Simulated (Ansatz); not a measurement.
# A hypothetical structure for CeTi2Pt2

Starting from a made-up structure for CeTi2Pt2, the aim is the relaxed cell, its shortest contacts and, where a second run follows, its electronic structure.

Program: Ansatz 0.2.0. Level of theory: DFT, PBE, plane-wave PAW, default files, scalar-relativistic, ferromagnetic start, cell and ions relaxed at zero pressure. Results are calculated unless marked as measured.

In doubt: a part-filled 4f shell, where there is one, can sit in one of many states, so energies may not be the lowest and differences between runs may mislead; derivatives with an open 4f shell can jump between states, which bears on forces and vibrations.

## (1) The structure

Symmetry: I4/mmm, No. 139, tetragonal system. Conventional cell: a = 4.202 Å, b = 4.202 Å, c = 9.810 Å, α = 90.00°, β = 90.00°, γ = 90.00°. Pt has 4 Ti at 2.40 Å and 4 Pt at 2.97 Å and 4 Ce at 3.23 Å nearest. Ce has 8 Pt at 3.23 Å and 8 Ti at 3.24 Å nearest. Ti has 4 Pt at 2.40 Å and 1 Ti at 2.57 Å and 4 Ce at 3.24 Å nearest. Farther neighbours are not listed.

Structure file:

```cif
data_structure
_symmetry_space_group_name_H-M 'I4/mmm'
_symmetry_Int_Tables_number 139
_cell_length_a 4.2020
_cell_length_b 4.2020
_cell_length_c 9.8100
_cell_angle_alpha 90.000
_cell_angle_beta 90.000
_cell_angle_gamma 90.000
_cell_volume 173.21
loop_
_atom_site_label
_atom_site_type_symbol
_atom_site_symmetry_multiplicity
_atom_site_Wyckoff_symbol
_atom_site_fract_x
_atom_site_fract_y
_atom_site_fract_z
_atom_site_occupancy
Pt1 Pt 4 d 0.00000 0.50000 0.25000 1
Ce1 Ce 2 a 0.00000 0.00000 0.00000 1
Ti1 Ti 4 e 0.50000 0.50000 0.13100 1
```

## (2) Relaxation of the guess

The guess takes its coordinates from another compound and its volume from a rule, so the cell and any free coordinates are relaxed together.

Contents of input.yaml:

```yaml
crystal:
  lattice:
    - [-2.101, 2.101, 4.905]
    - [2.101, -2.101, 4.905]
    - [2.101, 2.101, -4.905]
  atoms:
    - { symbol: Pt, position: [0.75, 0.25, 0.5] }
    - { symbol: Pt, position: [0.25, 0.75, 0.5] }
    - { symbol: Ce, position: [0.0, 0.0, 0.0], spin: 1.0 }
    - { symbol: Ti, position: [0.631, 0.631, 0.0], spin: 1.0 }
    - { symbol: Ti, position: [0.369, 0.369, 0.0], spin: 1.0 }
magnetization:
  spin_polarized: true
kpoints:
  mp_grid: { grid: [9, 9, 9] }
scf:
  occupations: { method: fermi_dirac, width: 0.05 }
hamiltonian:
  xc: pbe
  pseudopotentials: { kind: paw }
relax:
  f_tol: 0.015
  max_steps: 70
  cell: {}
output:
  forces: true
  stress: true
```

The run is started by

```bash
$ ansatz run input.yaml --threads 4 --pin off --max-ram 10240MiB --backend cpu --events-out ev --progress --plain --runs-dir out
```

Numbers of over 12 decimals in the logs are rounded to 6 here.

Log:

```text
band count auto-derived: 46 (N_el = 72.0; filled up to band 36; 45 by the electrons, moments and atoms)
Engine: ansatz 0.2.0, x86_64-unknown-linux-gnu
Pseudopotentials: kind: paw
Pseudopotential: Pt, paw, valence charge 18, recommended cutoff 420 eV (normal), Pt.paw.azcp
Pseudopotential: Ce, paw, valence charge 12, recommended cutoff 420 eV (normal), Ce.paw.azcp
Pseudopotential: Ti, paw, valence charge 12, recommended cutoff 420 eV (normal), Ti.paw.azcp
Functional definition: PBE
  parameter kappa = 0.804
  parameter beta = 0.066725
  exchange = pbe_x(kappa = kappa, mu = beta*pi^2/3)
  correlation = pbe_c(beta = beta)
Crystal: 5 atoms, lattice volume = 86.607 Å³
Basis set: ecut = 420 eV, 1669 PW (Γ), exchange–correlation on 80×80×80 points (8 copies of the dense FFT grid, shifted against one another)
Bands: 46, of which v1, the nominal top of the filled ones, is band 36 counted from 1 (35 counted from 0)
Symmetry: 16 space group operations
Space group: I4/mmm (ITA 139), of the structure as read, at distance tolerance 4.4e-5 Å
Magnetic group: BNS 139.531 (UNI 1191), of the structure as read, at distance tolerance 4.4e-5 Å
k-points: 75 of 729
Non-local potential: Pt, projectors of the file, l = 0: 3, l = 1: 2, l = 2: 2, l = 3: 1
Non-local potential: Ce, projectors of the file, l = 0: 3, l = 1: 2, l = 2: 2, l = 3: 3
Non-local potential: Ti, projectors of the file, l = 0: 3, l = 1: 2, l = 2: 3, l = 3: 1
PAW form: soft (Blöchl's): semilocal exchange-correlation on the pseudo side does not see the compensation charge
PAW one-centre angular grid: Pt, 590 points (default); XC on 64 Gauss nodes
PAW one-centre angular grid: Ce, 590 points (default); XC on 64 Gauss nodes
PAW one-centre angular grid: Ti, 590 points (default); XC on 64 Gauss nodes
Initial density: superposition of atomic densities (chi_scale 0.1, normalization cell, long waves kept (reshape's long-wave potential 0.00 eV rms))
Starting moments: Σ|m| = 3 μB on 3 of 5 sites
Initial wavefunctions: pseudopotential atomic-orbital guess
Functional: x = pbe(κ = 0.804, μ = 0.219515), c = pbe(β = 0.066725)
SCF iter   1: F=—  HF=-36628.356742 eV  |F-HF|=—  |Δ(HF+E_count)|=         —  Δρ=1.14e-1 (↑1.14e-1 ↓1.12e-1)  dr2=6.95e1  dr2_m=6.87e-1  M=0.853 μB ∫|m|=1.515 μB  β_m=0.30  ethr=3.10e-3  ⟨swp⟩=4.7  Hψ=24272  notcnv=0
Mixer restart at iter 1: flushing history
preconditioner: auto → Kerker (q_TF=auto, 2.646 Å⁻¹)  [metal: Δε(μ)=0.011 eV  Ē_g=7.206 eV  σ=0.050 eV  W_gap=0.05  n_scr=32 (ndim 8)  ℏωp=24.6 eV  f_vac=0.001  D(μ)=3.72/eV (n_scr^D=32)]
spin=Collinear: Kerker preconditioning applied to the charge; magnetization (m = ρ↑ − ρ↓) channel mixes plain (no charge-response kernel on spin).
SCF iter   2: F=—  HF=-36623.314731 eV  |F-HF|=—  |Δ(HF+E_count)|=    5.04e0  Δρ=6.09e-2 (↑6.09e-2 ↓5.86e-2)  dr2=1.61e1  dr2_m=4.32e-1  M=0.824 μB ∫|m|=1.205 μB  β_m=0.43  ethr=3.10e-3  ⟨swp⟩=3.9  Hψ=15886  notcnv=0  defer=142
SCF iter   3: F=—  HF=-36621.950391 eV  |F-HF|=—  |Δ(HF+E_count)|=    1.36e0  Δρ=2.32e-2 (↑2.32e-2 ↓1.97e-2)  dr2=9.55e-1  dr2_m=1.04e-1  M=0.761 μB ∫|m|=0.940 μB  β_m=0.66  ethr=3.10e-3  ⟨swp⟩=3.9  Hψ=15361  notcnv=0  defer=31
SCF iter   4: F=—  HF=-36621.901253 eV  |F-HF|=—  |Δ(HF+E_count)|=   4.91e-2  Δρ=7.19e-3 (↑5.87e-3 ↓7.19e-3)  dr2=9.08e-2  dr2_m=2.37e-2  M=0.445 μB ∫|m|=0.668 μB  β_m=0.74  ethr=1.33e-3  ⟨swp⟩=3.1  Hψ=14097  notcnv=0
SCF iter   5: F=—  HF=-36621.944127 eV  |F-HF|=—  |Δ(HF+E_count)|=         —  Δρ=4.91e-3 (↑4.65e-3 ↓4.91e-3)  dr2=2.12e-2  dr2_m=1.33e-2  M=0.137 μB ∫|m|=0.354 μB  β_m=0.74  ethr=1.26e-4  ⟨swp⟩=3.1  Hψ=13913  notcnv=0
Mixer restart at iter 5: flushing history
SCF iter   6: F=—  HF=-36621.953542 eV  |F-HF|=—  |Δ(HF+E_count)|=   9.42e-3  Δρ=2.78e-3 (↑2.78e-3 ↓2.46e-3)  dr2=6.33e-3  dr2_m=4.26e-3  M=0.057 μB ∫|m|=0.254 μB  β_m=0.87  ethr=2.95e-5  ⟨swp⟩=2.8  Hψ=12913  notcnv=0
SCF iter   7: F=—  HF=-36621.958204 eV  |F-HF|=—  |Δ(HF+E_count)|=   4.66e-3  Δρ=1.11e-3 (↑6.25e-4 ↓1.11e-3)  dr2=2.39e-3  dr2_m=2.64e-4  M=-0.033 μB ∫|m|=0.129 μB  β_m=0.78  ethr=8.79e-6  ⟨swp⟩=2.7  Hψ=13667  notcnv=0
SCF iter   8: F=—  HF=-36621.959083 eV  |F-HF|=—  |Δ(HF+E_count)|=   8.79e-4  Δρ=6.57e-4 (↑5.88e-4 ↓6.57e-4)  dr2=6.49e-5  dr2_m=2.89e-4  M=-0.039 μB ∫|m|=0.099 μB  β_m=0.89  ethr=3.32e-6  ⟨swp⟩=2.3  Hψ=12877  notcnv=0
SCF iter   9: F=—  HF=-36621.959153 eV  |F-HF|=—  |Δ(HF+E_count)|=   6.97e-5  Δρ=4.60e-4 (↑4.02e-4 ↓4.60e-4)  dr2=1.20e-5  dr2_m=1.45e-4  M=-0.040 μB ∫|m|=0.082 μB  β_m=0.94  ethr=9.02e-8  ⟨swp⟩=2.1  Hψ=12079  notcnv=0
SCF iter  10: F=—  HF=-36621.959222 eV  |F-HF|=—  |Δ(HF+E_count)|=   6.87e-5  Δρ=3.69e-4 (↑3.69e-4 ↓3.63e-4)  dr2=3.57e-6  dr2_m=1.06e-4  M=-0.033 μB ∫|m|=0.050 μB  β_m=0.97  ethr=1.67e-8  ⟨swp⟩=3.0  Hψ=16597  notcnv=0
SCF iter  11: F=—  HF=-36621.959235 eV  |F-HF|=—  |Δ(HF+E_count)|=   1.29e-5  Δρ=2.79e-4 (↑2.79e-4 ↓2.70e-4)  dr2=1.64e-6  dr2_m=5.95e-5  M=-0.023 μB ∫|m|=0.032 μB  β_m=0.75  ethr=4.96e-9  ⟨swp⟩=3.0  Hψ=16668  notcnv=0
SCF iter  12: F=—  HF=-36621.959725 eV  |F-HF|=—  |Δ(HF+E_count)|=   4.91e-4  Δρ=1.06e-4 (↑1.06e-4 ↓7.79e-5)  dr2=2.86e-6  dr2_m=6.48e-6  M=-0.009 μB ∫|m|=0.010 μB  β_m=0.95  ethr=2.28e-9  ⟨swp⟩=3.0  Hψ=16861  notcnv=0
SCF iter  13: F=—  HF=-36621.959727 eV  |F-HF|=—  |Δ(HF+E_count)|=   1.77e-6  Δρ=4.73e-5 (↑4.73e-5 ↓3.73e-5)  dr2=1.69e-7  dr2_m=1.41e-6  M=-0.004 μB ∫|m|=0.004 μB  β_m=0.97  ethr=2.28e-9  ⟨swp⟩=2.6  Hψ=12299  notcnv=0
SCF iter  14: F=—  HF=-36621.959727 eV  |F-HF|=—  |Δ(HF+E_count)|=   3.47e-7  Δρ=9.40e-6 (↑8.96e-6 ↓9.40e-6)  dr2=7.16e-8  dr2_m=5.36e-8  M=-0.001 μB ∫|m|=0.001 μB  β_m=0.99  ethr=2.34e-10  ⟨swp⟩=2.6  Hψ=14894  notcnv=0
SCF iter  15: F=—  HF=-36621.959727 eV  |F-HF|=—  |Δ(HF+E_count)|=   5.67e-8  Δρ=2.58e-6 (↑2.58e-6 ↓1.62e-6)  dr2=4.52e-9  dr2_m=2.90e-9  M=-0.000 μB ∫|m|=0.000 μB  β_m=0.99  ethr=9.94e-11  ⟨swp⟩=2.1  Hψ=11376  notcnv=0
SCF iter  16: F=-36621.959727 eV  HF=-36621.959727 eV  |F-HF|=7.22e-8  |Δ(HF+E_count)|=   5.03e-9  Δρ=3.84e-6 (↑3.74e-6 ↓3.84e-6)  dr2=7.28e-8  dr2_m=2.21e-11  M=-0.000 μB ∫|m|=0.000 μB  ethr=6.28e-12  ⟨swp⟩=2.1  Hψ=22237  notcnv=0
WARN: the starting moments were not kept: the SCF closed with an absolute magnetisation of 6.1e-5 μB, where they sum to 3 μB in size (3 sites). That is at most 0.1 of that sum. Measured as dr2_m measures the in/out step, that magnetisation stands 1.6e-9 eV from none, at or under the dr2_threshold of 1.0e-7 eV: it is no larger than a step whose dr2_m would equal this threshold. The system may hold no moment; this SCF  [...]
SCF 1 converged in 16 iterations: F = -36621.959727 eV  dr2 = 7.28e-8
[...]
relax step   5: F+E_penalty+E_count = -36623.50812997 eV  Δ(F+E_penalty+E_count) = -1.081e-2 eV  max|allowed force component| = 1.511e-2 eV/Å  Δτ_max = 0.0284 Å  P = -0.615 GPa  Ω = 106.377 Å³  energy of the carried Pulay correction = -5.267e-3 eV  (14 SCF iters, dr2 threshold 5.00e-7 eV, accepted)
relax step   6: F+E_penalty+E_count = -36623.51443264 eV  Δ(F+E_penalty+E_count) = -6.303e-3 eV  max|allowed force component| = 5.803e-2 eV/Å  Δτ_max = 0.0029 Å  P = -0.343 GPa  Ω = 105.891 Å³  energy of the carried Pulay correction = -5.151e-3 eV  (10 SCF iters, dr2 threshold 5.00e-7 eV, accepted)
relax step   7: F+E_penalty+E_count = -36623.51593718 eV  Δ(F+E_penalty+E_count) = -1.505e-3 eV  max|allowed force component| = 1.869e-2 eV/Å  Δτ_max = 0.0114 Å  P = +0.097 GPa  Ω = 105.561 Å³  energy of the carried Pulay correction = -5.071e-3 eV  (9 SCF iters, dr2 threshold 4.95e-7 eV, accepted)
relax step   8: F+E_penalty+E_count = -36623.51606622 eV  Δ(F+E_penalty+E_count) = -1.290e-4 eV  max|allowed force component| = 1.641e-3 eV/Å  Δτ_max = 0.0020 Å  P = -0.032 GPa  Ω = 105.629 Å³  energy of the carried Pulay correction = -5.088e-3 eV  (12 SCF iters, dr2 threshold 5.52e-8 eV, accepted)
relax step   9: F+E_penalty+E_count = -36623.53200238 eV  Δ(F+E_penalty+E_count) = -1.594e-2 eV  max|allowed force component| = 2.935e-3 eV/Å  Δτ_max = 0.0000 Å  P = +0.309 GPa  Ω = 105.629 Å³  stress off target by 4.24e-1 GPa  SCF on the basis re-selected at this cell (its energy is not comparable with the rows above)  (15 SCF iters)
relax step  10: F+E_penalty+E_count = -36623.53370305 eV  Δ(F+E_penalty+E_count) = -1.701e-3 eV  max|allowed force component| = 2.592e-3 eV/Å  Δτ_max = 0.0105 Å  P = +0.055 GPa  Ω = 105.895 Å³  energy of the carried Pulay correction = -6.353e-5 eV  (11 SCF iters, dr2 threshold 4.50e-7 eV, accepted)
relax step  11: F+E_penalty+E_count = -36623.53388233 eV  Δ(F+E_penalty+E_count) = -1.793e-4 eV  max|allowed force component| = 1.863e-3 eV/Å  Δτ_max = 0.0050 Å  P = -0.003 GPa  Ω = 105.944 Å³  energy of the carried Pulay correction = -7.872e-5 eV  (13 SCF iters, dr2 threshold 2.14e-8 eV, accepted)
iter 1 solved again at ethr=1.87e-7 eV; its pass at ethr=3.10e-3 eV (dr2=1.34e-4 eV) is discarded
SCF iter   1: F=—  HF=-36623.533920 eV  |F-HF|=—  |Δ(HF+E_count)|=         —  Δρ=4.45e-5 (↑4.44e-5 ↓4.45e-5)  dr2=2.56e-7  dr2_m=8.64e-10  M=-0.816 μB ∫|m|=1.081 μB  β_m=0.65  ethr=1.87e-7  ⟨swp⟩=3.8  Hψ=46407  notcnv=0
preconditioner: auto → Kerker (q_TF=auto, 2.558 Å⁻¹)  [metal: Δε(μ)=0.003 eV  Ē_g=5.944 eV  σ=0.050 eV  W_gap=0.02  n_scr=30 (ndim 8)  ℏωp=22.2 eV  f_vac=0.001  D(μ)=10.06/eV (n_scr^D=122)]
spin=Collinear: Kerker preconditioning applied to the charge; magnetization (m = ρ↑ − ρ↓) channel mixes plain (no charge-response kernel on spin).
SCF iter   2: F=—  HF=-36623.533949 eV  |F-HF|=—  |Δ(HF+E_count)|=   2.89e-5  Δρ=1.60e-5 (↑1.59e-5 ↓1.60e-5)  dr2=3.20e-8  dr2_m=1.06e-10  M=-0.816 μB ∫|m|=1.081 μB  β_m=0.64  ethr=3.55e-10  ⟨swp⟩=2.6  Hψ=13248  notcnv=0
SCF iter   3: F=—  HF=-36623.533953 eV  |F-HF|=—  |Δ(HF+E_count)|=   4.31e-6  Δρ=1.11e-6 (↑1.11e-6 ↓1.11e-6)  dr2=8.07e-10  dr2_m=1.26e-11  M=-0.816 μB ∫|m|=1.081 μB  β_m=0.68  ethr=4.45e-11  ⟨swp⟩=2.0  Hψ=11032  notcnv=0
SCF iter   4: F=—  HF=-36623.533953 eV  |F-HF|=—  |Δ(HF+E_count)|=   9.36e-9  Δρ=3.22e-7 (↑2.86e-7 ↓3.22e-7)  dr2=1.53e-10  dr2_m=1.16e-11  M=-0.816 μB ∫|m|=1.081 μB  β_m=0.81  ethr=1.12e-12  ⟨swp⟩=2.0  Hψ=12418  notcnv=0
SCF iter   5: F=—  HF=-36623.533953 eV  |F-HF|=—  |Δ(HF+E_count)|=  6.55e-10  Δρ=1.30e-7 (↑8.05e-8 ↓1.30e-7)  dr2=4.63e-11  dr2_m=2.95e-12  M=-0.816 μB ∫|m|=1.081 μB  β_m=0.91  ethr=1.00e-12  ⟨swp⟩=2.2  Hψ=9088  notcnv=0
SCF iter   6: F=—  HF=-36623.533953 eV  |F-HF|=—  |Δ(HF+E_count)|=  5.09e-11  Δρ=7.32e-8 (↑4.21e-8 ↓7.32e-8)  dr2=1.66e-11  dr2_m=1.27e-12  M=-0.816 μB ∫|m|=1.081 μB  β_m=0.95  ethr=1.00e-12  ⟨swp⟩=1.6  Hψ=7129  notcnv=0
SCF iter   7: F=—  HF=-36623.533953 eV  |F-HF|=—  |Δ(HF+E_count)|=  2.91e-11  Δρ=2.77e-8 (↑2.24e-8 ↓2.77e-8)  dr2=3.60e-12  dr2_m=8.67e-14  M=-0.816 μB ∫|m|=1.081 μB  β_m=0.93  ethr=1.00e-12  ⟨swp⟩=1.9  Hψ=7513  notcnv=0
SCF iter   8: F=—  HF=-36623.533953 eV  |F-HF|=—  |Δ(HF+E_count)|=  1.46e-11  Δρ=1.62e-8 (↑1.53e-8 ↓1.62e-8)  dr2=2.05e-12  dr2_m=7.52e-15  M=-0.816 μB ∫|m|=1.081 μB  β_m=0.96  ethr=1.00e-12  ⟨swp⟩=1.0  Hψ=6903  notcnv=0
SCF iter   9: F=-36623.533953 eV  HF=-36623.533953 eV  |F-HF|=2.18e-11  |Δ(HF+E_count)|=  1.46e-11  Δρ=5.07e-8 (↑1.16e-8 ↓5.07e-8)  dr2=4.86e-12  dr2_m=5.71e-13  M=-0.816 μB ∫|m|=1.081 μB  ethr=1.00e-12  ⟨swp⟩=2.7  Hψ=19995  notcnv=0
SCF 12 converged in 9 iterations: F = -36623.533953 eV  dr2 = 4.86e-12
relax step  12: F+E_penalty+E_count = -36623.53395335 eV  Δ(F+E_penalty+E_count) = -7.102e-5 eV  max|allowed force component| = 1.900e-3 eV/Å  Δτ_max = 0.0000 Å  P = -0.006 GPa  Ω = 105.944 Å³  stress off target by 9.03e-3 GPa  SCF on the basis re-selected at this cell (its energy is not comparable with the rows above)  (9 SCF iters)
basis re-selected at this cell: Δ(F+E_penalty+E_count) = -7.102e-5 eV, ΔP = -0.002 GPa vs the last step (what re-selecting the basis moved, of the pressure what is left beyond the Pulay correction that the steps carried, after the strain that the cell walked since its last selection, with what the two solves' SCF thresholds leave and, on support functions, any second-order correction that the steps lacked; it is no m [...]
SCF converged after 9 iterations
Magnetization: -0.8160 μB (35.5920 up, 36.4080 down)
Absolute magnetization: 1.0830 μB (∫|ρ↑−ρ↓|, with the PAW one-centre terms)
Spin contamination: 0.1435 ħ² per cell (⟨S²⟩ above its minimum at these occupations)
Per-site moments (μB) at R_I (Å): [(0.000517203, 1.057331), (0.000517203, 1.057331), (-0.827058, 1.390190), (0.046187, 1.057331), (0.046187, 1.057331)]
Free energy (F): -36623.533953 eV
Harris-Foulkes:  -36623.533953 eV  (|F-HF|=2.18e-11)
Internal energy: -36623.447658 eV  (E = F + TS)
E sigma→0 (E₀):  -36623.490806 eV
Entropy (-TS):   -0.086295 eV (-17.259 meV/atom)
Fermi energy:    14.913621 eV
--- Per-component energies (eV) ---
  E_band       = -856.042074
  E_kinetic    = 2190.542864
  E_local      = -6940.231058  (includes V_loc(G=0)·N_el)
  E_nonlocal   = 375.615381
  E_hartree    = 2751.614133
  E_xc         = -941.496495
  E_vxc        = -1096.787184  (∫ρ·V_xc dr)
  E_paw        = -26484.120889  (= ΣΔE_a)
  E_vpaw       = -888.411033  (= ΣTr[D̂ρ^β])
  E_aug_tail   = 0.000655  (compensation charges beyond the density's cutoff)
  E_ewald      = -7575.372248
  E_smearing   = -0.086295  (= −TS)
  E_closure    = -0.000000  (closes the sum)
  Σ components = -36623.533953   (vs F -36623.533953, Δ=0.00e0)
--- Forces (eV/Å), atoms counted from 1 ---
  atom   1  Pt     0.00000000    -0.00000000     0.00000000
  atom   2  Pt    -0.00000000    -0.00000000     0.00000000
  atom   3  Ce    -0.00000000     0.00000000    -0.00000000
  atom   4  Ti     0.00000000    -0.00000000     0.00189961
  atom   5  Ti     0.00000000     0.00000000    -0.00189961
  max |Σ_I F_I| component: 1.19e-17 eV/Å
--- Stress (GPa, compression-positive) ---
       -0.009028       0.000000       0.000000
        0.000000      -0.009028      -0.000000
        0.000000       0.000000       0.001388
  P = ⅓ Tr σ = -0.0056 GPa (-0.056 kbar)
--- Relaxed structure (10 steps of the walk, 10 accepted, 2 SCFs on fresh bases) ---
  F+E_penalty+E_count = -36623.53395335 eV   max|allowed force component| = 1.900e-3 eV/Å   (the final SCF, on the basis selected at the relaxed cell)
  cell:  # Å, volume = 105.9438 Å³
    - [-2.333877, 2.333877, 4.862501]
    - [2.333877, -2.333877, 4.862501]
    - [2.333877, 2.333877, -4.862501]
  atoms:
    - { symbol: Pt, position: [0.75, 0.25, 0.5] }
    - { symbol: Pt, position: [0.25, 0.75, 0.5] }
    - { symbol: Ce, position: [0, 0, 0] }
    - { symbol: Ti, position: [0.641024, 0.641024, 0] }
    - { symbol: Ti, position: [0.358976, 0.358976, 0] }
```

The job ended after 1.7 min (4 threads of Intel Xeon Gold 6455B (Sapphire Rapids), shared host; peak memory 0.99 GiB).

Step by step:

```csv
step,energy less that of the first step (eV),largest force component (eV/Å),pressure (GPa),volume (Å³)
1,0.0000,1.8228,31.87,86.61
2,-1.4288,0.1114,5.52,99.79
3,-1.5183,0.1175,1.35,103.69
4,-1.5376,0.0629,-0.18,105.59
5,-1.5484,0.0151,-0.61,106.38
6,-1.5547,0.0580,-0.34,105.89
7,-1.5562,0.0187,0.10,105.56
8,-1.5563,0.0016,-0.03,105.63
9*,-1.5723,0.0029,0.31,105.63
10,-1.5740,0.0026,0.06,105.89
11,-1.5742,0.0019,0.00,105.94
12*,-1.5742,0.0019,-0.01,105.94
```

Relaxation steps marked * repeat the geometry before them on a plane-wave basis chosen anew for their cell, so energy and pressure can jump there.

Forces are held to the 16 operations that the run works with; a distortion that breaks them can't arise in this run.

```csv
"conventional cell, symmetrised",before,after,change
a (Å),4.202,4.668,+11.1 %
b (Å),4.202,4.668,+11.1 %
c (Å),9.810,9.725,-0.9 %
volume (Å³/atom),17.32,21.19,+22.3 %
```

The atoms that moved most (Å, as changes of fractional coordinates times the final cell):

```csv
atom,dx,dy,dz,length
Ti4,0.000,0.000,0.097,0.097
Ti5,0.000,0.000,-0.097,0.097
```

Final coordinates:

```
Pt Ce Ti
1.0
    -2.33388    2.33388    4.86250
     2.33388   -2.33388    4.86250
     2.33388    2.33388   -4.86250
Pt Ce Ti
2 1 2
Direct
  0.75000 0.25000 0.50000
  0.25000 0.75000 0.50000
  0.00000 0.00000 0.00000
  0.64102 0.64102 0.00000
  0.35898 0.35898 0.00000
```

Numbers from this step:

```yaml
free_energy: -36623.5340 eV
energy_at_zero_smearing: -36623.4908 eV
smearing_term_ts: 0.08630 eV
fermi_energy: 14.91 eV
magnetization: -0.8160 μB
absolute_magnetization: 1.083 μB
site_moments: 5.17e-4, 5.17e-4, -0.8271, 0.04619, 0.04619 μB
electrons: 72
symmetry_operations: 16
pressure: -0.005556 GPa
```

Site moment by atom:

```csv
atom,site moment (μB)
Pt1,0.001
Pt2,0.001
Ce3,-0.827
Ti4,0.046
Ti5,0.046
```

The shortest distance of each pair, which need not be the same contact before and after:

```csv
pair,guess (Å),relaxed (Å)
Pt–Ti,2.404,2.563
Ti–Ti,2.570,2.743
Pt–Pt,2.971,3.301
Ce–Pt,3.229,3.370
Ce–Ti,3.237,3.491
```

The relaxation ends with a largest force component of 0.0019 eV/Å and a pressure of -0.01 GPa.

## (3) Outcome

```
space group, relaxed : I4/mmm
conventional cell    : a = 4.668, b = 4.668, c = 9.725 Å; α = 90.0°, β = 90.0°, γ = 90.0°
volume per atom      : 21.19 Å³ (guess 17.32)
total moment         : 0.82 μB in the cell of 5 atoms
```

What this shows: CeTi2Pt2 relaxes to I4/mmm with a = 4.668, b = 4.668 and c = 9.725 Å. The guessed volume was 18 % too small. The space group I4/mmm was held in the relaxation, so the end point is a stationary structure within it and may be a saddle against distortions or other arrangements. The input starts from parallel moments, and no other start was typed. The f shell may be open and has no Hubbard U, so its place in energy and the volume are uncertain. The electronic state may lie above the lowest one. Mesh and cutoff weren't tested. Spin-orbit coupling is left out, which can matter for elements this heavy. No dispersion term is used, so weakly bound directions may come out too long. Nothing here tests whether the compound is stable against decomposition.

[Logs are printed without paths, hosts, clocks, repeated set-up lines and the standing remarks that a program may print on its own settings, such as how far it seeks lower states.]

[Hosts, paths, dates, database ids (printed as entryN), source tags and the programs' standing remarks are cut or masked in the printed files.]
